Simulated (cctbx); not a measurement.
# Interatomic vectors of BOsW2C

Space group Pnnm (no. 58), a = 7.8960 Å, b = 9.8420 Å, c = 3.1300 Å, α = 90.00°, β = 90.00°, γ = 90.00°, content Os4 W8 C4 B4.

The data are simulated with cctbx, not measured: Mo Kα, λ = 0.71073 Å, to d = 0.6 Å, 50 % of the full sphere, strongest reflection 40000 counts, noise from counting, a 4 % proportional error and a noise floor of 4 counts (s.d.); no absorption, some extinction.

Patterson synthesis from sharpened amplitudes, origin scaled to 1000:

```text
Patterson group P m m m
      u       v       w   height  length (A)
  0.000   0.000   0.000   1000.0     0.00
  0.259   0.500   0.500    488.5     5.56
  0.500   0.239   0.500    364.5     4.86
  0.311   0.000   0.500    347.3     2.91
  0.195   0.256   0.000    320.0     2.96
  0.378   0.000   0.000    293.4     2.99
  0.099   0.236   0.500    188.9     2.91
  0.053   0.500   0.000    180.2     4.94
  0.429   0.500   0.000    164.0     5.98
  0.368   0.500   0.500    161.9     5.93
  0.124   0.500   0.500    141.4     5.26
  0.372   0.272   0.000     81.4     3.97
  0.238   0.201   0.000     52.9     2.73
  0.000   0.070   0.179     52.7     0.88
```

Q: Assign the vectors.

A peak at u stands for all pairs with xi − xj = u, with weight Σ ZiZj against Σ Z² = 67156 at the origin. Peak heights follow these weights only roughly, since form factors, motion and series ripples differ, all vectors within 0.55 Å of a peak are counted as merged into it though the farther ones add only part of their weight, and F(000) is left out, which lowers the whole map:

| u | v | w | shortest length (Å) | height | 1000 ΣZiZj/ΣZ² | pairs in the cell |
| --- | --- | --- | --- | --- | --- | --- |
| 0.259 | 0.500 | 0.500 | 5.55 | 488 | 500 | 4 × W–W, 2 × Os–Os, 2 × C–C, 2 × B–B |
| 0.500 | 0.239 | 0.500 | 4.85 | 364 | 835 | 4 × Os–W, 4 × W–W, 2 × Os–Os, 4 × C–B |
| 0.311 | 0.000 | 0.500 | 2.91 | 347 | 670 | 8 × Os–W |
| 0.195 | 0.256 | 0.000 | 2.95 | 320 | 667 | 4 × Os–W, 3 × W–W, 1 × Os–Os, 2 × C–B |
| 0.378 | 0.000 | 0.000 | 2.98 | 293 | 326 | 4 × W–W |
| 0.099 | 0.236 | 0.500 | 2.91 | 189 | 331 | 2 × Os–W, 2 × W–W |
| 0.053 | 0.500 | 0.000 | 4.94 | 180 | 335 | 4 × Os–W |
| 0.429 | 0.500 | 0.000 | 5.97 | 164 | 335 | 4 × Os–W |
| 0.368 | 0.500 | 0.500 | 5.93 | 162 | 163 | 2 × W–W |
| 0.124 | 0.500 | 0.500 | 5.26 | 141 | 163 | 2 × W–W |

The table stops at ten peaks or at a height of 45, below which ripples compete. In the model behind the data Os, the heaviest element, has 1 independent site: (0.1169, 0.1110, 0), up to an allowed shift of origin; the Os–Os vectors are differences of these positions and their symmetry mates. Elements of similar Z can't be told apart from the map alone. The whole model:

```
atom  mult.       x       y  z  Ueq (Å²)
 Os1      4  0.1169  0.1110  0    0.0039
  W1      4  0.0686  0.6339  0    0.0031
  W2      4  0.3103  0.3662  0    0.0038
  C1      4  0.6246  0.0375  0    0.0061
  B1      4  0.6266  0.2389  0    0.0107
```

This is a model crystal, built by substitution and not relaxed, with assumed displacement parameters.

[Logs are printed without paths, hosts, clocks, repeated set-up lines and the standing remarks that a program may print on its own settings, such as how far it seeks lower states.]
